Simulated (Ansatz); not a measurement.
# W2C(OH)2 MXene monolayer in a perpendicular field, part 2 of 3

What dipole does a perpendicular field induce in the W2C(OH)2 MXene monolayer? A positive field points along +c.

Ansatz 0.2.0; plane-wave DFT, PBE-D4, Ansatz PAW (the session's first sound run).

So far. Step 2 (Relaxation): The lattice constant a goes from 3.125 to 2.886 Å.

### 3. Atoms held, field 0

A sawtooth potential applies the field, turning back in the middle of the vacuum. With the dipole correction the typed value is the field outside the slab. The induced dipole is small, so the SCF threshold is tight.

The cell differs from the one that the last finished run ended in (c 44.244 → 25.650 Å).

The input, input.yaml:

```yaml
crystal:
  lattice:
    - [2.8862023297, 0.0, 0.0]
    - [-1.4431011649, 2.499524538, 0.0]
    - [0.0, 0.0, 25.6504178885]
  atoms:
    - { symbol: H, position: [0.3333333333, 0.6666666667, 0.3508714766] }
    - { symbol: O, position: [0.3333333333, 0.6666666667, 0.3893001172] }
    - { symbol: W, position: [0.6666666667, 0.3333333333, 0.4471703779] }
    - { symbol: C, position: [0.0, 0.0, 0.5] }
    - { symbol: W, position: [0.3333333333, 0.6666666667, 0.5528296221] }
    - { symbol: O, position: [0.6666666667, 0.3333333333, 0.6106998828] }
    - { symbol: H, position: [0.6666666667, 0.3333333333, 0.6491285234] }
kpoints:
  mp_grid: { grid: [18, 18, 1] }
  band_path:
    path: [[0, 0, 0], [0.5, 0, 0], [0.33333333, 0.33333333, 0], [0, 0, 0]]
    npoints: 16
hamiltonian:
  xc: pbe
  dispersion: d4
scf:
  occupations: { method: fermi_dirac, width: 0.05 }
  convergence: { dr2_threshold: 1.0e-10 }
efield:
  axis: 3
  dipole_correction: true
  ramp_position: 0.97
  ramp_width: 0.06
  amplitude: 0
output:
  dos: { projected: true, e_range: [-6, 5] }
  bader: true
  write_potential: true
  write_density: true
  volumetric_format: npy
  elf: true
```

The run is started by

```sh
$ ansatz run input.yaml --threads 4 --pin off --max-ram 6144MiB --backend cpu --events-out ev --progress --plain --runs-dir out
```

Numbers of over 12 decimals in the logs are rounded to 6 here.

Output:

```text
[...]
Crystal: 7 atoms, lattice volume = 185.046 Å³
Basis set: ecut = 420 eV, 3613 PW (Γ)
Bands: 30, of which v1, the nominal top of the filled ones, is band 23 counted from 1 (22 counted from 0)
Symmetry: 6 space group operations
k-points: 37 of 324 (time reversal used)
[...]
SCF iter   1: F=—  HF=-22186.405613 eV  |F-HF|=—  |Δ(HF+E_count)|=         —  Δρ=9.05e-3  dr2=7.21e-1  ethr=1.77e-3  p=0.000 e·Å  D=2.09e-13 V/Å  ΔV_dip=-0.00 eV  dr2_dipole=1.14e-7  V_vac-E_F(+/−)=1.63/1.63 eV  ⟨swp⟩=7.7  Hψ=5561  notcnv=0  defer=4
efield: sawtooth ramp at fractional position 0.9700 (set: `efield.ramp_position`, or a place that a band, a saddle search or an elastic batch's reference lends), width 0.0600; the density the first Hamiltonian is built on has a dipole p = 0.000 e·Å; the dipole correction subtracts the counter field D = 2.09e-13 V/Å, which shifts the + side's vacuum level by -0.00 eV against the − side's; the planar-averaged density in the ramp window peaks in size at 2.4e-5 e/Å³
[...]
SCF iter   2: F=—  HF=-22186.340255 eV  |F-HF|=—  |Δ(HF+E_count)|=   6.54e-2  Δρ=3.62e-3  dr2=7.51e-2  ethr=1.57e-3  p=-0.000 e·Å  D=-1.78e-6 V/Å  ΔV_dip=0.00 eV  dr2_dipole=2.40e-7  V_vac-E_F(+/−)=2.13/2.13 eV  ⟨swp⟩=2.4  Hψ=1953  notcnv=0  defer=33
[...]
SCF iter  11: F=-22186.331722 eV  HF=-22186.331722 eV  |F-HF|=7.28e-11  |Δ(HF+E_count)|=  7.64e-10  Δρ=1.11e-7  dr2=2.36e-11  ethr=1.00e-12  p=-0.000 e·Å  D=-5.96e-9 V/Å  ΔV_dip=0.00 eV  dr2_dipole=5.00e-15  V_vac-E_F(+/−)=2.50/2.50 eV  ⟨swp⟩=8.9  Hψ=4564  notcnv=0
SCF 1 converged in 11 iterations: F = -22186.331722 eV  dr2 = 2.36e-11
[...]
NSCF: frozen V_eff on 49 k-points
efield: sawtooth ramp at fractional position 0.9700 (kept from the solve that this one continues, or follows in the run), width 0.0600; the density the first Hamiltonian is built on has a dipole p = -0.000 e·Å; the dipole correction subtracts the counter field D = -5.96e-9 V/Å, which shifts the + side's vacuum level by +0.00 eV against the − side's; the planar-averaged density in the ramp window peaks in size at 6.6e-6 e/Å³
[...]
SCF converged after 11 iterations
Free energy (F): -22186.331722 eV
[...]
Internal energy: -22186.300787 eV  (E = F + TS)
E sigma→0 (E₀):  -22186.316255 eV
Entropy (-TS):   -0.030934 eV (-4.419 meV/atom)
Fermi energy:    3.760077 eV
Dipole field:    D = 0.000000 V/Å  (p = 0.000000 e·Å, saw-weighted, corrected)
Work function:   Φ+ = 2.5026 eV   Φ− = 2.5027 eV
Levels:          The Fermi level and band energies are counted from a zero that moves with the ramp; work functions are not
[...]
--- Band table (eV; the first three rows and the last of 37) ---
  k-point 0: bands = [... 19 lower, 0.5150, 0.5150, 2.2956, 2.2956, 3.7233, 3.7259, 4.1060, 4.1488, ... 3 higher]
  k-point 1: bands = [... 19 lower, 0.3292, 0.4491, 2.1648, 2.3829, 3.6797, 3.7920, 4.0780, 4.1286, ... 3 higher]
  k-point 2: bands = [... 19 lower, 0.1574, 0.2933, 1.8531, 2.6370, 3.4855, 3.8187, 4.1813, 4.2326, ... 3 higher]
  k-point 36: bands = [... 19 lower, -2.1853, 2.7003, 3.5321, 3.5321, 3.9495, 5.1569, 5.1569, 6.9843, ... 3 higher]
--- Bader charges: 7 sites ---
  site symbol  charge [e]  shift [e]
     0      H      0.4797     0.0013
     1      O     -1.2157     0.0024
     2      W      1.5089     0.0031
     3      C     -1.5459     0.0039
     4      W      1.5089     0.0031
     5      O     -1.2157     0.0024
     6      H      0.4797     0.0013
  estimated error of the sums over rays = 3.4e-4 e
```

It took 27 s on 4 threads of Intel Xeon Platinum 8488C (Sapphire Rapids), shared host; peak memory 0.65 GiB; 1.8 min of CPU time.

In the SCF lines HF is the Harris–Foulkes energy and dr2 the Hartree energy of the density residual, in eV; the loop may stop once dr2 is under the threshold and the program's other checks hold. Hψ counts applications of the Hamiltonian.

This step gave:

| Item | Value |
| --- | --- |
| energy at zero smearing | -22186.3163 eV |
| work function, upper face | 2.503 eV |
| dipole along the normal | 9.51e-8 e·Å |

Running mean over a fixed 2.7 Å (it still follows the layers) of the planar mean; the ramp of the sawtooth is left out. Table of electron's electrostatic potential energy less the Fermi level by z:

z (Å), electron's electrostatic potential energy less the Fermi level (eV) and a bar from the least value:
```
      3.0        2.5 ##############################
      3.5        2.5 ##############################
      4.0        2.5 ##############################
      4.5        2.5 ##############################
      5.0        2.5 ##############################
      5.5        2.5 ##############################
      6.0        2.4 ##############################
      6.5        2.3 ##############################
      7.0        2.1 #############################
      7.5        1.6 ############################
      8.0        0.9 ###########################
      8.5       -0.3 #########################
      9.0       -2.0 ######################
      9.5       -3.9 ###################
     10.0       -7.5 ############
     10.5      -11.2 ######
     11.0      -13.2 ##
     11.5      -13.9 #
     12.0      -14.5 
     12.5      -14.5 
     13.0      -14.5 
     13.5      -14.5 
     14.0      -14.1 #
     14.5      -13.4 ##
     15.0      -12.0 ####
     15.5       -8.7 ##########
     16.0       -4.8 #################
     16.5       -2.5 #####################
     17.0       -0.8 ########################
     17.5        0.6 ###########################
     18.0        1.4 ############################
     18.5        2.0 #############################
     19.0        2.3 ##############################
     19.5        2.4 ##############################
     20.0        2.4 ##############################
     20.5        2.5 ##############################
     21.0        2.5 ##############################
     21.5        2.5 ##############################
     22.0        2.5 ##############################
     22.5        2.5 ##############################
```

The density of states has structure finer than the step of the table below, so its rows give means over 0.25 eV, whole bins alone (the curve runs from -6 to 0.56 eV). Peaks (eV: height): -5.750: 9.67, -5.500: 6.89, -3.460: 5.60, -1.310: 3.72, -0.840: 3.84, 0.090: 6.62, 0.400: 4.69.

Density of states against energy, zero at the Fermi level; means over each step:

```tsv
energy (eV)	density of states (states/eV a cell)
-5.75	7.76
-5.50	5.23
-5.25	1.91
-5.00	1.42
-4.75	0.974
-4.50	0.792
-4.25	0.767
-4.00	0.675
-3.75	1.73
-3.50	2.50
-3.25	1.42
-3.00	0.874
-2.75	0.657
-2.50	0.619
-2.25	1.20
-2.00	1.35
-1.75	1.05
-1.50	1.35
-1.25	2.52
-1.00	2.12
-0.75	2.42
-0.50	1.37
-0.25	2.05
0.00	4.09
0.25	2.83
```

Projected DOS per atom over height of the atomic layer and energy from the Fermi level. Layers: H O W C W O H from below.

Values in states/eV, 22 rows by 7 columns, each cell a mean:
```
0.13 0.15 1.13 0.21 1.13 0.15 0.13
0.13 0.22 1.37 0.23 1.37 0.22 0.13
0.14 0.13 0.79 0.12 0.79 0.13 0.14
0.03 0.07 0.50 0.11 0.50 0.07 0.03
0.04 0.13 0.96 0.19 0.96 0.13 0.04
0.01 0.08 0.78 0.20 0.78 0.08 0.01
0.01 0.06 0.89 0.29 0.89 0.06 0.01
0.01 0.05 0.40 0.05 0.40 0.05 0.01
0.02 0.08 0.51 0.08 0.51 0.08 0.02
0.02 0.08 0.42 0.10 0.42 0.08 0.02
0.01 0.05 0.21 0.09 0.21 0.05 0.01
0.01 0.06 0.24 0.12 0.24 0.06 0.01
0.01 0.10 0.36 0.22 0.36 0.10 0.01
0.02 0.26 0.62 0.59 0.62 0.26 0.02
0.00 0.19 0.30 0.55 0.30 0.19 0.00
0.00 0.05 0.23 0.16 0.23 0.05 0.00
0.00 0.06 0.23 0.17 0.23 0.06 0.00
0.00 0.07 0.28 0.19 0.28 0.07 0.00
0.00 0.11 0.43 0.23 0.43 0.11 0.00
0.00 0.51 0.42 0.28 0.42 0.51 0.00
0.00 1.89 0.75 0.63 0.75 1.89 0.00
0.00 1.88 1.05 1.25 1.05 1.88 0.00
```
Columns: height of the atomic layer (Å) from 9 to 16.7 (not evenly spaced); rows upwards: energy from the Fermi level (eV) from -5.96 to 0.52.

Electronic bands along the path, in eV, zero at the Fermi level:

```tsv
point	band 20	band 21	band 22	band 23	band 24	band 25	band 26	band 27
Γ	-3.25	-3.25	-1.46	-1.46	-0.04	-0.03	0.35	0.39
halfway	-3.88	-3.76	-1.73	-0.48	-0.14	0.19	1.14	1.47
M	-5.04	-3.73	-1.45	1.88	2.16	2.82	2.83	2.93
halfway	-5.82	-2.82	-0.92	0.84	1.23	1.73	2.06	3.18
K	-5.95	-1.06	-0.23	-0.23	0.19	1.40	1.40	3.22
halfway	-4.86	-2.48	-2.46	-0.95	0.15	0.93	1.28	1.52
Γ	-3.25	-3.25	-1.46	-1.46	-0.04	-0.03	0.35	0.39
```

Electrostatic potential energy in the ca plane at fractional y = 0.333, with atoms of W and O and H within 0.2 Å of it. With pseudopotentials it is smooth inside the atoms' cores, unlike the true potential.

Ten even steps from '0' (-50 eV) to '9' (6 eV), each cell a mean:
```
99999986213689988888778999999999999999999999
99999973000379999886214569999999999999999999
99999972000279999984002138999999999999999999
99999973000489998886325679999999999999999999
99999986424789987788889999999999999999999999
99999998778888875578999999999999999999999999
99999999888988864468999999999999999999999999
99999998777888875578999999999999999999999999
```
Columns run along c (16.0 Å, from fractional 0.32 to 0.94 of the cell; values clipped at the 3rd and 97th percentile), rows up along a (2.9 Å). Atoms in or near the plane, at fractional coordinates: W at (0.45, 0.67), O at (0.61, 0.67), H at (0.65, 0.67).

ELF in the ca plane at fractional y = 0.333, with atoms of W and O and H within 0.2 Å of it. It is the smooth field of the valence electrons, not physical close to the nuclei.

Ten even steps from '0' (0.00) to '9' (0.97), each cell a mean:
```
00000000000110000012212565234322215886542101
00000000000010000000115646522123237768996211
00000000000010000000026505621123237548997211
00000000000110000000114656422223227777885211
00000000000110000012321454234322214775432101
00000000000110001235642232466423321231000000
00000000000100011236752233567524421000000000
00000000000110001125641232366423311332100000
```
Columns run along c (16.0 Å, from fractional 0.11 to 0.73 of the cell), rows up along a (2.9 Å). Atoms in or near the plane, at fractional coordinates: W at (0.45, 0.67), O at (0.61, 0.67), H at (0.65, 0.67).

Valence density in the ca plane at fractional y = 0.333, with atoms of W and O and H within 0.2 Å of it. It is the smooth field of the valence electrons, not physical close to the nuclei.

Ten steps, logarithmic in the rise over the least value, from '0' (0.0 e/Å³) to '9' (6.9 e/Å³), each cell a mean:
```
00000000000000000000011234678644334444566431
00000000000000000000001125899863333335798753
00000000000000000000001125899963223335899764
00000000000000000000001224799863333334788653
00000000000000000000012333577644444444565421
00000000000000000000123443344444445654332110
00000000000000000000123444334445555664221100
00000000000000000000112343345444445554333210
```
Columns run along c (16.0 Å, from fractional 0.06 to 0.68 of the cell), rows up along a (2.9 Å). Atoms in or near the plane, at fractional coordinates: W at (0.45, 0.67), O at (0.61, 0.67), H at (0.65, 0.67).

The work function of the upper face is 2.50 eV.

### 4. Single point, field 0.1 V/Å

Edit input.yaml of step 3 so:

```diff
@@ -29,6 +29,4 @@
   ramp_width: 0.06
-  amplitude: 0
+  amplitude: 0.1
 output:
-  dos: { projected: true, e_range: [-6, 5] }
-  bader: true
   write_potential: true
@@ -36,2 +34 @@
   volumetric_format: npy
-  elf: true
```

Output:

```text
[...]
Crystal: 7 atoms, lattice volume = 185.046 Å³
Basis set: ecut = 420 eV, 3613 PW (Γ)
Bands: 30, of which v1, the nominal top of the filled ones, is band 23 counted from 1 (22 counted from 0)
Symmetry: 6 space group operations
k-points: 37 of 324 (time reversal used)
[...]
k-point 0: bands = [... 19 lower, 0.5113, 0.5113, 2.2920, 2.2920, 3.6971, 3.7451, 4.1025, 4.1452, ... 3 higher]
  k-point 1: bands = [... 19 lower, 0.3256, 0.4454, 2.1612, 2.3793, 3.6729, 3.7916, 4.0745, 4.1251, ... 3 higher]
  k-point 2: bands = [... 19 lower, 0.1537, 0.2896, 1.8495, 2.6334, 3.4819, 3.8150, 4.1755, 4.2290, ... 3 higher]
  k-point 36: bands = [... 19 lower, -2.1889, 2.6967, 3.5270, 3.5300, 3.9459, 5.1524, 5.1541, 6.9780, ... 3 higher]
[key lines of the parts left out:]
SCF converged after 18 iterations
Free energy (F): -22186.334297 eV
Fermi energy:    3.756563 eV
Dipole field:    D = 0.050367 V/Å  (p = 0.051506 e·Å, saw-weighted, corrected)
```

It took 8.5 s on 4 threads; peak memory 0.62 GiB.

The dipole is 0.0515 e·Å.

### 5. Atoms held, field -0.1 V/Å

Edit input.yaml of step 4 so:

```diff
@@ -29,3 +29,3 @@
   ramp_width: 0.06
-  amplitude: 0.1
+  amplitude: -0.1
 output:
```

Output:

```text
[...]
Crystal: 7 atoms, lattice volume = 185.046 Å³
Basis set: ecut = 420 eV, 3613 PW (Γ)
Bands: 30, of which v1, the nominal top of the filled ones, is band 23 counted from 1 (22 counted from 0)
Symmetry: 6 space group operations
k-points: 37 of 324 (time reversal used)
[...]
k-point 0: bands = [... 19 lower, 0.5113, 0.5113, 2.2920, 2.2920, 3.6971, 3.7451, 4.1026, 4.1452, ... 3 higher]
  k-point 1: bands = [... 19 lower, 0.3256, 0.4454, 2.1612, 2.3793, 3.6729, 3.7916, 4.0745, 4.1251, ... 3 higher]
  k-point 2: bands = [... 19 lower, 0.1538, 0.2896, 1.8495, 2.6334, 3.4819, 3.8150, 4.1755, 4.2290, ... 3 higher]
  k-point 36: bands = [... 19 lower, -2.1888, 2.6967, 3.5270, 3.5300, 3.9459, 5.1524, 5.1541, 6.9780, ... 3 higher]
[key lines of the parts left out:]
SCF converged after 18 iterations
Free energy (F): -22186.334297 eV
Fermi energy:    3.756567 eV
Dipole field:    D = -0.050369 V/Å  (p = -0.051509 e·Å, saw-weighted, corrected)
```

The job ended after 8.1 s (4 threads; peak memory 0.63 GiB).

The dipole is -0.0515 e·Å.

### 6. Single point, field 0.5 V/Å

Edit input.yaml of step 5 so:

```diff
@@ -29,3 +29,3 @@
   ramp_width: 0.06
-  amplitude: -0.1
+  amplitude: 0.5
 output:
```

Output:

```text
[...]
Crystal: 7 atoms, lattice volume = 185.046 Å³
Basis set: ecut = 420 eV, 3613 PW (Γ)
Bands: 30, of which v1, the nominal top of the filled ones, is band 23 counted from 1 (22 counted from 0)
Symmetry: 6 space group operations
k-points: 37 of 324 (time reversal used)
[...]
k-point 0: bands = [... 19 lower, 0.4112, 0.4112, 2.1935, 2.1935, 3.4992, 3.7574, 4.0080, 4.0469, ... 3 higher]
  k-point 1: bands = [... 19 lower, 0.2261, 0.3455, 2.0628, 2.2808, 3.5182, 3.7524, 3.9801, 4.0293, ... 3 higher]
  k-point 2: bands = [... 19 lower, 0.0556, 0.1901, 1.7512, 2.5350, 3.3845, 3.7148, 4.0365, 4.1304, ... 3 higher]
  k-point 36: bands = [... 19 lower, -2.2867, 2.5974, 3.4239, 3.4366, 3.8464, 5.0508, 5.0582, 6.8714, ... 3 higher]
[key lines of the parts left out:]
SCF converged after 25 iterations
Free energy (F): -22186.396116 eV
Fermi energy:    3.660300 eV
Dipole field:    D = 0.252668 V/Å  (p = 0.258385 e·Å, saw-weighted, corrected)
```

The job ended after 10 s (4 threads; peak memory 0.62 GiB).

The dipole is 0.258 e·Å.

### 7. Atoms held, field -0.3 V/Å

Edit input.yaml of step 6 so:

```diff
@@ -29,4 +29,6 @@
   ramp_width: 0.06
-  amplitude: 0.5
+  amplitude: -0.3
 output:
+  dos: { projected: true, e_range: [-6, 5] }
+  bader: true
   write_potential: true
@@ -34 +36,2 @@
   volumetric_format: npy
+  elf: true
```

Output:

```text
[...]
Crystal: 7 atoms, lattice volume = 185.046 Å³
Basis set: ecut = 420 eV, 3613 PW (Γ)
Bands: 30, of which v1, the nominal top of the filled ones, is band 23 counted from 1 (22 counted from 0)
Symmetry: 6 space group operations
k-points: 37 of 324 (time reversal used)
[...]
k-point 36: bands = [... 19 lower, -2.2203, 2.6646, 3.4926, 3.5011, 3.9137, 5.1191, 5.1238, 6.9414, ... 3 higher]
--- Bader charges: 7 sites ---
  site symbol  charge [e]  shift [e]
     0      H      0.4922     0.0012
     1      O     -1.2139     0.0024
     2      W      1.5060     0.0031
     3      C     -1.5458     0.0039
     4      W      1.5114     0.0031
     5      O     -1.2170     0.0024
     6      H      0.4671     0.0013
  estimated error of the sums over rays = 3.5e-4 e
[key lines of the parts left out:]
SCF converged after 25 iterations
Free energy (F): -22186.354934 eV
Fermi energy:    3.725604 eV
Dipole field:    D = -0.151650 V/Å  (p = -0.155081 e·Å, saw-weighted, corrected)
```

Wall time 31 s (4 threads); peak memory 0.62 GiB.

The dipole is -0.155 e·Å.

### 8. Response, atoms held

This step: plane-wave DFT, PBE-D4, Ansatz PAW; response to a field along the normal, atoms held (Ansatz 0.2.0).

The dipoles give the slope, and the difference of two potentials shows where the field is screened.

Numbers from this step:

```
equivalent conductor thickness p/(ε₀AE) : 12.92 Å
distance between the outer atoms        : 7.650 Å
```

Dipole of the cell against applied field:

```tsv
applied field (V/Å)	dipole of the cell (e·Å)
-0.300	-0.155
-0.100	-0.0515
0.000	0
0.100	0.0515
0.500	0.258
```

Local field over the applied field, running mean. From the potentials at -0.1 and 0.1 V/Å; running mean over 2.5 Å. Table of local field over applied field by z:

z (Å), local field over applied field and a bar from the least value:
```
      4.5      0.955 ##############################
      5.0      0.920 #############################
      5.5      0.861 ###########################
      6.0      0.768 #########################
      6.5      0.631 #####################
      7.0      0.453 ################
      7.5      0.251 ###########
      8.0      0.071 ######
      8.5     -0.057 ##
      9.0     -0.129 
      9.5     -0.144 
     10.0     -0.123 #
     10.5     -0.085 ##
     11.0     -0.055 ##
     11.5     -0.032 ###
     12.0     -0.012 ####
     12.5      0.008 ####
     13.0      0.011 ####
     13.5     -0.005 ####
     14.0     -0.027 ###
     14.5     -0.046 ###
     15.0     -0.075 ##
     15.5     -0.112 #
     16.0     -0.142 
     16.5     -0.138 
     17.0     -0.086 ##
     17.5      0.027 #####
     18.0      0.192 #########
     18.5      0.393 ##############
     19.0      0.582 ####################
     19.5      0.732 ########################
     20.0      0.837 ##########################
     20.5      0.905 ############################
     21.0      0.946 #############################
     21.5      0.970 ##############################
```

The induced electron density oscillates, so the rows of the table below give means over windows of 0.5 Å about each position, cut where the curve ends. Its maxima inside the range that stand out by 2 % of the span (Å: e/Å³ per V/Å): 7.70: 0.00298, 9.69: 3.4e-4, 10.55: 8.5e-4, 11.97: 1.5e-5, 13.11: 1.1e-4, 14.39: 0.00108, 15.68: 0.00150, 16.53: 0.00124. Its minima: 9.12: -0.00123, 9.98: -0.00150, 11.26: -0.00108, 12.54: -1.1e-4, 13.68: -1.5e-5, 15.11: -8.5e-4, 15.96: -3.4e-4, 17.96: -0.00298.

Electrons, planar mean, per unit field. Table of induced electron density by z; means over each step:

```tsv
z (Å)	induced electron density (e/Å³ per V/Å)
4.5	2.2e-4
5.0	3.9e-4
5.5	6.6e-4
6.0	0.00109
6.5	0.00172
7.0	0.00242
7.5	0.00290
8.0	0.00273
8.5	0.00129
9.0	-8.2e-4
9.5	-3.3e-4
10.0	-8.6e-4
10.5	5.2e-4
11.0	-5.4e-4
11.5	-7.0e-4
12.0	-4.7e-5
12.5	-8.7e-5
13.0	6.4e-5
13.5	3.5e-5
14.0	4.3e-4
14.5	8.5e-4
15.0	-4.6e-4
15.5	6.6e-4
16.0	1.9e-4
16.5	1.0e-3
17.0	-5.8e-4
17.5	-0.00246
18.0	-0.00294
18.5	-0.00260
19.0	-0.00193
19.5	-0.00126
20.0	-7.8e-4
20.5	-4.6e-4
21.0	-2.6e-4
21.5	-1.7e-4
```

By hand: between -0.1 and 0.1 V/Å the dipole changes by 0.1030 e·Å, a slope of 0.5151 e·Å²/V. A perfect conductor of thickness t has p = ε₀AEt, so t = 180.95 × 0.5151 / 7.214 = 12.92 Å (e/ε₀ = 180.95 V·Å, A in Å²).

The induced dipole is that of a conductor 12.92 Å thick.

(Part 2 of 3 ends here.)

[Logs are printed without paths, hosts, clocks, repeated set-up lines and the standing remarks that a program may print on its own settings, such as how far it seeks lower states.]

[Hosts, paths, dates, database ids (printed as entryN), source tags and the programs' standing remarks are cut or masked in the printed files.]

[Maps of the electrostatic potential energy from Ansatz leave out the sawtooth potential of an applied field or a dipole correction, so their vacuum need not be flat; planar profiles and work functions include it.]

[The density of states shown here was stored with 400 of the rows of the run's finer table, so its peaks can read low, often by over a quarter, or be missed, and its means over a window can be off by a tenth or more.]
